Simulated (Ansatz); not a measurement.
In doubt: masses and optical values from hybrid runs of this build are listed as unsure (in some of the runs), which bears on the screening that GW takes from such a start.

VBiO4 (Clinobisvanite), computed twice by G0W0.

It takes space group C2/c (No. 15, monoclinic). The conventional cell has a = 7.247 Å, b = 11.697 Å, c = 5.090 Å, α = 90.00°, β = 134.22°, γ = 90.00°. Nearest to V lie 4 O at 1.69 to 1.77 Å. Nearest to Bi lie 8 O at 2.35 to 2.63 Å. Nearest to O lie 1 V at 1.77 Å and 2 Bi at 2.35 to 2.37 Å. O has 1 V at 1.69 Å and 2 Bi at 2.52 to 2.63 Å nearest. Farther neighbours and most contacts between anions are not listed.

```
V Bi O
1.0
     3.62358   -5.84860    0.00000
     3.62358    5.84860    0.00000
    -3.55001    0.00000    3.64739
V Bi O
2 2 8
Direct
  0.87000 0.13000 0.75000
  0.13000 0.87000 0.25000
  0.36650 0.63350 0.75000
  0.63350 0.36650 0.25000
  0.93830 0.35470 0.63880
  0.64530 0.06170 0.86120
  0.06170 0.64530 0.36120
  0.35470 0.93830 0.13880
  0.81130 0.70990 0.87960
  0.29010 0.18870 0.62040
  0.18870 0.29010 0.12040
  0.70990 0.81130 0.37960
```

The cell and positions come from the Crystallography Open Database and are kept as given unless a step says otherwise. Spin-orbit coupling is left out unless a run names it. PAW set soft_2, made with PBE.

The first (Ansatz 0.2.0; start HSE06, 4×4×4 mesh, 847 empty bands, screening to 180 eV; 1 × NVIDIA H100 80GB HBM3 (shared by 6 runs) with 3 threads of AMD EPYC 7R13 (Zen 3), shared host) gave, on its mesh: starting gap 3.49 eV, G0W0 gap 3.98 eV, RPA ε∞ (mean) 4.92, 9.6 min.

The second gave: starting gap 2.28 eV, G0W0 gap 3.81 eV, RPA ε∞ (mean) 6.71, 6.8 min.

Q: What was changed in the input? Choose among start, files, mesh, bands and cutoff, frequency model or another key.

Changed: start from HSE06 to LDA and frequency model from contour deformation to plasmon pole. A jump of this size in the start, with ε∞ moving the other way, marks another functional. Other changes could give like numbers; this is the one that was made.

Limits: not at the basis limit; no spin polarisation; d states lean on the start; no spin-orbit coupling.

[Paths, hosts, dates, memory and timing lines, banners, echoed tables and standing remarks are left out of the program output.]

[Logs are printed without paths, hosts, clocks, repeated set-up lines and the standing remarks that a program may print on its own settings, such as how far it seeks lower states.]

[Runs of the session that timed out or met a known fault of the program may be left out.]

[Cells called generated may have been cut or substituted from an entry of the Crystallography Open Database or the Materials Project.]

[Hosts, paths, dates, database ids (printed as entryN), source tags and the programs' standing remarks are cut or masked in the printed files.]
